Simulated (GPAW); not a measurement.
# The basis that the transmission of a Si chain with one Se atom in line needs

Wanted: the zero-bias transmission of a Si chain with one Se atom in line on a ladder of levels, with run times.

Program: GPAW 26.7.0. Level of theory: GPAW LCAO, PAW setups; Landauer transmission from Green's functions with principal layers (ASE), zero bias. Results are calculated unless marked as measured.

### 1. The starting structure

The cell holds 11 atoms: 10 Si and 1 Se. Cell: a = 9.000 Å, b = 9.000 Å, c = 24.183 Å, α = 90.0°, β = 90.0°, γ = 90.0°. Regions: left lead, 5 atoms (5 Si); channel, 1 atom (1 Se); right lead, 5 atoms (5 Si). Vacuum lies along a and b. The structure is stacked along c, and the current runs across the ab planes.

### 2. GPAW, dzp

Localised orbitals split the wire into layers that couple to their neighbours alone, which is what the Green's function method needs; double zeta with polarisation is the usual level for numbers.

run.py reads:

```python
import json
import numpy as np
from ase import Atoms
from ase.transport.calculators import TransportCalculator
from gpaw import GPAW, FermiDirac
from gpaw.lcao.tools import get_lcao_hamiltonian
from scipy.linalg import eigh

# The junction with lead layers at both ends, along the third cell vector
device = Atoms(
    ['Si', 'Si', 'Si', 'Si', 'Si', 'Se', 'Si', 'Si', 'Si', 'Si', 'Si'],
    positions=[
        [4.50000, 4.50000, 1.10000],
        [4.50000, 4.50000, 3.30000],
        [4.50000, 4.50000, 5.50000],
        [4.50000, 4.50000, 7.70000],
        [4.50000, 4.50000, 9.90000],
        [4.50000, 4.50000, 12.09150],
        [4.50000, 4.50000, 14.28300],
        [4.50000, 4.50000, 16.48300],
        [4.50000, 4.50000, 18.68300],
        [4.50000, 4.50000, 20.88300],
        [4.50000, 4.50000, 23.08300]],
    cell=[[9.0, 0.0, 0.0], [0.0, 9.0, 0.0], [0.0, 0.0, 24.183]],
    pbc=True)

# One principal layer of the lead: the first 3 atoms of the device
lead = Atoms(
    ['Si', 'Si', 'Si'],
    positions=[
        [4.50000, 4.50000, 1.10000],
        [4.50000, 4.50000, 3.30000],
        [4.50000, 4.50000, 5.50000]],
    cell=[[9.0, 0.0, 0.0], [0.0, 9.0, 0.0], [0.0, 0.0, 6.6]],
    pbc=True)

settings = dict(mode='lcao', basis='dzp', xc='PBE', h=0.2,
                occupations=FermiDirac(0.1), maxiter=250,
                mixer=dict(beta=0.1, nmaxold=8, weight=100.0),
                convergence=dict(density=0.0001))
energies = np.arange(-2, 2 + 1e-9, 0.05)
eta = 0.0001
n1, n2 = 1, 1
# k and -k transmit alike, so half of the mesh across the current serves
mesh = [(i, j) for i in range(n1) for j in range(n2) if (i, j) <= (-i % n1, -j % n2)]
weights = np.array([1 if (i, j) == (-i % n1, -j % n2) else 2 for i, j in mesh]) / (n1 * n2)

# [... helper functions left out ...]
fermi_lead = ground_state(lead, (1, 1, 17), 'lead.txt')
fermi_device = ground_state(device, (1, 1, 3), 'device.txt')
# [... loop over the mesh left out, but for ...]
        # Shift the lead onto the potential of the device's first layer
        shift = ((H[:, 0, 0] - H0[:, 0, 0]) / S0[0, 0]).real.mean()
# [...]
kT = 8.617333e-5 * 77
bias = [0.1, 0.2, 0.5, 1.0, 1.5, 2.0]
# [... integrals and printing left out ...]
```

Run with:

```sh
OMP_NUM_THREADS=1 OPENBLAS_NUM_THREADS=1 python run.py
```

Log:

```text
basis functions: device 143, principal layer 39
Fermi level: lead -3.9218 eV, device -3.8176 eV; lead shifted by 0.0056 eV
largest coupling past the next layer 5.06e-05 eV, largest misfit of the first layer 0.056 eV
  E-E_F (eV)   T (one spin)  [channel counts left out]
    -2.000    7.9788e-11
    -1.950    1.0321e-10
    -1.900    1.3888e-10
    -1.850    1.9581e-10
    -1.800    2.9233e-10
    -1.750    4.6970e-10
    -1.700    8.3452e-10
    -1.650    1.7248e-09
    -1.600    4.6504e-09
    -1.550    2.3834e-08
    -1.500    5.9749e-06
    -1.450    2.8218e-08
    -1.400    9.9905e-09
    -1.350    6.2430e-08
    -1.300    8.8637e-02
    -1.250    1.9838e-01
[...]
1.650    2.3390e+00
     1.700    2.3410e+00
     1.750    2.3427e+00
     1.800    2.3409e+00
     1.850    2.3451e+00
     1.900    2.3455e+00
     1.950    2.3456e+00
     2.000    2.3451e+00
conductance at 77 K: 2.5068 G0 a cell; thermopower -0.1552 uV/K
current from the zero-bias T(E) at 0.1 V: 19.414 uA
current from the zero-bias T(E) at 0.2 V: 38.781 uA
current from the zero-bias T(E) at 0.5 V: 96.129 uA
current from the zero-bias T(E) at 1.0 V: 186.51 uA
current from the zero-bias T(E) at 1.5 V: 266.3 uA
current from the zero-bias T(E) at 2.0 V: 331.26 uA
```

It took 22 s on 1 thread of Arm Neoverse V2, shared host; peak memory 0.8 GiB.

Numbers from this step:

```yaml
conductance: 2.507 G₀
largest_coupling_past_the_next_principal_layer: 5.06e-5 eV
largest_misfit_of_the_first_principal_layer: 0.05618 eV
shift_that_aligns_the_lead: 0.005644 eV
basis_functions_of_the_junction: 143
basis_functions_of_a_principal_layer: 39
transmission_at_the_fermi_level_one_spin: 2.507
```

One spin. The transmission, zone mean by energy, zero at the Fermi level:

```
energy (eV)  transmission, zone mean
      -2.00                  8.0e-11
      -1.85                  2.0e-10
      -1.70                  8.3e-10
      -1.60                   4.7e-9
      -1.45                   2.8e-8
      -1.30                   0.0886
      -1.15                    0.398
      -1.05                    0.558
      -0.90                    0.937
      -0.75                     1.42
      -0.60                     1.80
      -0.50                     2.00
      -0.35                     2.25
      -0.20                     2.41
      -0.05                     2.49
       0.00                     2.51
       0.05                     2.51
       0.10                     2.52
       0.20                     2.51
       0.35                     2.47
       0.50                     2.43
       0.60                     2.40
       0.75                     2.36
       0.90                     2.33
       1.05                     2.32
       1.15                     2.32
       1.30                     2.32
       1.45                     2.33
       1.60                     2.34
       1.70                     2.34
       1.85                     2.35
       2.00                     2.35
```

Not self-consistent under bias; the bias window is split evenly. Current through one cell, from the zero-bias transmission against bias:

```
bias (V)  current through one cell, from the zero-bias transmission (μA)
   0.100                                                            19.4
   0.200                                                            38.8
   0.500                                                            96.1
   1.000                                                             187
   1.500                                                             266
   2.000                                                             331
```

The transmission of the three most open eigenchannels by energy, zero at the Fermi level:

```
energy (eV)  channel 1  channel 2  channel 3
      -2.00    7.8e-11    1.3e-12          0
      -1.90    1.4e-10    1.3e-12          0
      -1.80    2.9e-10    1.3e-12          0
      -1.70    8.3e-10    1.3e-12          0
      -1.55     2.4e-8    1.3e-12          0
      -1.45     2.8e-8    1.0e-11    1.0e-11
      -1.35     2.8e-8     2.8e-8     5.9e-9
      -1.25     0.0992     0.0992     4.4e-9
      -1.15      0.199      0.199     6.1e-9
      -1.05      0.279      0.279     1.8e-8
      -0.90      0.376      0.376      0.184
      -0.80      0.437      0.437      0.404
      -0.70      0.556      0.501      0.501
      -0.60      0.665      0.566      0.566
      -0.50      0.745      0.629      0.629
      -0.40      0.805      0.686      0.686
      -0.25      0.869      0.748      0.748
      -0.15      0.901      0.773      0.773
      -0.05      0.925      0.784      0.784
       0.00      0.935      0.786      0.786
       0.05      0.944      0.785      0.785
       0.15      0.960      0.777      0.777
       0.25      0.971      0.763      0.763
       0.40      0.984      0.736      0.736
       0.50      0.990      0.718      0.718
       0.60      0.995      0.701      0.701
       0.70      0.997      0.686      0.686
       0.80      0.999      0.675      0.675
       0.90      0.999      0.667      0.667
       1.05      0.999      0.661      0.661
       1.15      0.998      0.661      0.661
       1.25      0.996      0.662      0.662
       1.35      0.994      0.665      0.665
       1.45      0.992      0.669      0.669
       1.55      0.989      0.672      0.672
       1.70      0.985      0.678      0.678
       1.80      0.982      0.679      0.679
       1.90      0.979      0.683      0.683
       2.00      0.976      0.684      0.684
```

Couplings past the next layer reach 5.1e-5 eV, small enough to drop; the matrix elements of the cell's first layer differ from the bulk lead's by up to 0.056 eV. That layer keeps its own values in the calculation, and only beyond it is the lead taken as perfect. The Fermi levels of lead and junction count from different zeros of potential, one for each periodic cell; with both set to zero, the small remaining shift is what aligns them. By hand: G = 2.507 × 77.48 μS = 194 μS, a resistance of 5.15 kΩ; at 0.1 V a linear junction would pass 19.4 μA, and the integral over the bias window gives 19.4 μA.

### 3. GPAW, szp: basis = "szp(dzp)"

One radial function a shell plus polarisation makes the matrices smaller; the question is what that costs.

run.py, as its differences from that of step 2:

```diff
@@ -36,3 +36,3 @@
 
-settings = dict(mode='lcao', basis='dzp', xc='PBE', h=0.2,
+settings = dict(mode='lcao', basis='szp(dzp)', xc='PBE', h=0.2,
                 occupations=FermiDirac(0.1), maxiter=250,
```

Log:

```text
basis functions: device 99, principal layer 27
Fermi level: lead -4.6866 eV, device -4.5328 eV; lead shifted by 0.0150 eV
largest coupling past the next layer 5.09e-05 eV, largest misfit of the first layer 0.058 eV
  E-E_F (eV)   T (one spin)  [channel counts left out]
    -2.000    2.1113e-10
    -1.950    2.9930e-10
    -1.900    4.5077e-10
    -1.850    7.3425e-10
    -1.800    1.3330e-09
    -1.750    2.8564e-09
    -1.700    8.2689e-09
    -1.650    5.2795e-08
    -1.600    7.5498e-07
    -1.550    3.3417e-08
    -1.500    1.3529e-08
    -1.450    8.9733e-09
    -1.400    7.6901e-09
    -1.350    7.9396e-09
    -1.300    9.7768e-09
    -1.250    1.5684e-08
[...]
1.650    2.3486e+00
     1.700    2.3492e+00
     1.750    2.3493e+00
     1.800    2.3493e+00
     1.850    2.3482e+00
     1.900    2.3470e+00
     1.950    2.3452e+00
     2.000    2.3430e+00
conductance at 77 K: 2.5868 G0 a cell; thermopower -0.1241 uV/K
current from the zero-bias T(E) at 0.1 V: 20.034 uA
current from the zero-bias T(E) at 0.2 V: 40.021 uA
current from the zero-bias T(E) at 0.5 V: 99.232 uA
current from the zero-bias T(E) at 1.0 V: 192.85 uA
current from the zero-bias T(E) at 1.5 V: 276.7 uA
current from the zero-bias T(E) at 2.0 V: 347.83 uA
```

Elapsed: 20 s, on 1 thread; peak memory 0.79 GiB.

Numbers from this step:

| Quantity | Value |
| --- | --- |
| conductance | 2.587 G₀ |
| largest coupling past the next principal layer | 5.09e-5 eV |
| largest misfit of the first principal layer | 0.05816 eV |
| shift that aligns the lead | 0.01500 eV |
| basis functions of the junction | 99 |
| basis functions of a principal layer | 27 |
| transmission at the Fermi level (one spin) | 2.587 |

One spin. Transmission, zone mean against energy, zero at the Fermi level:

energy (eV), transmission, zone mean and a bar:
```
    -2.00       0.00 
    -1.85       0.00 
    -1.70       0.00 
    -1.60       0.00 
    -1.45       0.00 
    -1.30       0.00 
    -1.15       0.22 ###
    -1.05       0.69 ########
    -0.90       1.25 ##############
    -0.75       1.64 ###################
    -0.60       1.95 #######################
    -0.50       2.13 #########################
    -0.35       2.35 ###########################
    -0.20       2.50 #############################
    -0.05       2.58 ##############################
     0.00       2.59 ##############################
     0.05       2.59 ##############################
     0.10       2.59 ##############################
     0.20       2.58 ##############################
     0.35       2.54 #############################
     0.50       2.48 #############################
     0.60       2.44 ############################
     0.75       2.40 ############################
     0.90       2.37 ###########################
     1.05       2.35 ###########################
     1.15       2.34 ###########################
     1.30       2.34 ###########################
     1.45       2.34 ###########################
     1.60       2.35 ###########################
     1.70       2.35 ###########################
     1.85       2.35 ###########################
     2.00       2.34 ###########################
```

Not self-consistent under bias; the bias window is split evenly. Current through one cell, from the zero-bias transmission against bias:

```
bias (V)  current through one cell, from the zero-bias transmission (μA)
   0.100                                                            20.0
   0.200                                                            40.0
   0.500                                                            99.2
   1.000                                                             193
   1.500                                                             277
   2.000                                                             348
```

Table of transmission of the three most open eigenchannels by energy, zero at the Fermi level:

```
energy (eV)  channel 1  channel 2  channel 3
      -2.00    2.1e-10          0          0
      -1.90    4.5e-10          0          0
      -1.80     1.3e-9          0          0
      -1.70     8.3e-9          0          0
      -1.55     3.3e-8          0          0
      -1.45     9.0e-9          0          0
      -1.35     7.9e-9    2.3e-12    2.3e-12
      -1.25     1.5e-8    5.3e-10    5.3e-10
      -1.15      0.112      0.112     1.4e-7
      -1.05      0.238      0.226      0.226
      -0.90      0.540      0.353      0.353
      -0.80      0.664      0.427      0.427
      -0.70      0.752      0.497      0.497
      -0.60      0.816      0.565      0.565
      -0.50      0.864      0.631      0.631
      -0.40      0.900      0.691      0.691
      -0.25      0.938      0.759      0.759
      -0.15      0.956      0.788      0.788
      -0.05      0.970      0.803      0.803
       0.00      0.976      0.806      0.806
       0.05      0.981      0.806      0.806
       0.15      0.988      0.800      0.800
       0.25      0.993      0.787      0.787
       0.40      0.998      0.760      0.760
       0.50      0.999      0.741      0.741
       0.60      0.999      0.723      0.723
       0.70      0.998      0.707      0.707
       0.80      0.997      0.695      0.695
       0.90      0.994      0.686      0.686
       1.05      0.990      0.679      0.679
       1.15      0.987      0.678      0.678
       1.25      0.983      0.679      0.679
       1.35      0.979      0.681      0.681
       1.45      0.975      0.685      0.685
       1.55      0.971      0.688      0.688
       1.70      0.965      0.692      0.692
       1.80      0.961      0.694      0.694
       1.90      0.957      0.695      0.695
       2.00      0.953      0.695      0.695
```

The conductance, 2.59 G₀, lies 3.2 % above that of the dzp run.

### 4. Minimal basis

One function for each valence shell of the setup, as for a first survey of a large system.

run.py, as its differences from that of step 3:

```diff
@@ -36,3 +36,3 @@
 
-settings = dict(mode='lcao', basis='szp(dzp)', xc='PBE', h=0.2,
+settings = dict(mode='lcao', basis='sz(dzp)', xc='PBE', h=0.2,
                 occupations=FermiDirac(0.1), maxiter=250,
```

Log:

```text
basis functions: device 44, principal layer 12
Fermi level: lead -4.7919 eV, device -4.6210 eV; lead shifted by 0.0013 eV
largest coupling past the next layer 5.12e-05 eV, largest misfit of the first layer 0.055 eV
  E-E_F (eV)   T (one spin)  [channel counts left out]
    -2.000    1.5915e-09
    -1.950    4.1273e-09
    -1.900    1.8562e-08
[...]
1.950    2.2729e+00
     2.000    2.2684e+00
conductance at 77 K: 2.6815 G0 a cell; thermopower -0.1009 uV/K
current from the zero-bias T(E) at 0.1 V: 20.771 uA
current from the zero-bias T(E) at 0.2 V: 41.511 uA
current from the zero-bias T(E) at 0.5 V: 103.25 uA
current from the zero-bias T(E) at 1.0 V: 202.72 uA
current from the zero-bias T(E) at 1.5 V: 294.96 uA
current from the zero-bias T(E) at 2.0 V: 377.55 uA
```

Elapsed: 15 s, on 1 thread; peak memory 0.74 GiB.

Numbers from this step:

```yaml
conductance: 2.682 G₀
largest_coupling_past_the_next_principal_layer: 5.12e-5 eV
largest_misfit_of_the_first_principal_layer: 0.05542 eV
shift_that_aligns_the_lead: 0.001320 eV
basis_functions_of_the_junction: 44
basis_functions_of_a_principal_layer: 12
transmission_at_the_fermi_level_one_spin: 2.682
```

One spin. Transmission, zone mean against energy, zero at the Fermi level:

```
energy (eV)  transmission, zone mean
      -2.00                   1.6e-9
      -1.90                   1.9e-8
      -1.80                   3.9e-8
      -1.70                   6.9e-9
      -1.55                   5.6e-9
      -1.45                   1.2e-8
      -1.35                    0.194
      -1.25                    0.735
      -1.15                     1.14
      -1.05                     1.43
      -0.90                     1.76
      -0.80                     1.94
      -0.70                     2.10
      -0.60                     2.25
      -0.50                     2.37
      -0.40                     2.48
      -0.25                     2.59
      -0.15                     2.64
      -0.05                     2.67
       0.00                     2.68
       0.05                     2.69
       0.10                     2.69
       0.15                     2.69
       0.25                     2.67
       0.40                     2.64
       0.50                     2.61
       0.60                     2.57
       0.70                     2.53
       0.80                     2.49
       0.90                     2.46
       1.05                     2.41
       1.15                     2.38
       1.25                     2.36
       1.35                     2.34
       1.45                     2.32
       1.55                     2.31
       1.70                     2.30
       1.80                     2.29
       1.90                     2.28
       2.00                     2.27
```

The conductance, 2.68 G₀, lies 7.0 % above that of the dzp run.

### 5. LDA in the dzp basis: xc = "LDA"

Back in the dzp basis, the functional changes from PBE to LDA, to set the spread between functionals beside that between bases.

run.py, as its differences from that of step 4:

```diff
@@ -36,3 +36,3 @@
 
-settings = dict(mode='lcao', basis='sz(dzp)', xc='PBE', h=0.2,
+settings = dict(mode='lcao', basis='dzp', xc='LDA', h=0.2,
                 occupations=FermiDirac(0.1), maxiter=250,
```

Log:

```text
basis functions: device 143, principal layer 39
Fermi level: lead -4.0571 eV, device -3.9616 eV; lead shifted by 0.0109 eV
largest coupling past the next layer 5.19e-05 eV, largest misfit of the first layer 0.059 eV
  E-E_F (eV)   T (one spin)  [channel counts left out]
    -2.000    9.9729e-11
    -1.950    1.3152e-10
    -1.900    1.8117e-10
[...]
1.950    2.3490e+00
     2.000    2.3487e+00
conductance at 77 K: 2.5202 G0 a cell; thermopower -0.1583 uV/K
current from the zero-bias T(E) at 0.1 V: 19.518 uA
current from the zero-bias T(E) at 0.2 V: 38.988 uA
current from the zero-bias T(E) at 0.5 V: 96.632 uA
current from the zero-bias T(E) at 1.0 V: 187.46 uA
current from the zero-bias T(E) at 1.5 V: 268 uA
current from the zero-bias T(E) at 2.0 V: 333.99 uA
```

Elapsed: 20 s, on 1 thread; peak memory 0.79 GiB.

This step gave:

```yaml
conductance: 2.520 G₀
largest_coupling_past_the_next_principal_layer: 5.19e-5 eV
largest_misfit_of_the_first_principal_layer: 0.05893 eV
shift_that_aligns_the_lead: 0.01087 eV
basis_functions_of_the_junction: 143
basis_functions_of_a_principal_layer: 39
transmission_at_the_fermi_level_one_spin: 2.521
```

The conductance, 2.52 G₀, lies 0.5 % above that of the dzp run.

### 6. All levels side by side

Times are for 1 thread of Arm Neoverse V2, shared host. The runs compared:

```
no.      run  conductance (G₀)  time  memory (GiB)
  1      dzp             2.507  22 s           0.8
  2      szp             2.587  20 s          0.79
  3       sz             2.682  15 s          0.74
  4  dzp LDA             2.520  20 s          0.79
```

(Continued in part 2 of 2.)

[Logs are printed without paths, hosts, clocks, repeated set-up lines and the standing remarks that a program may print on its own settings, such as how far it seeks lower states.]

[Hosts, paths, dates, database ids (printed as entryN), source tags and the programs' standing remarks are cut or masked in the printed files.]
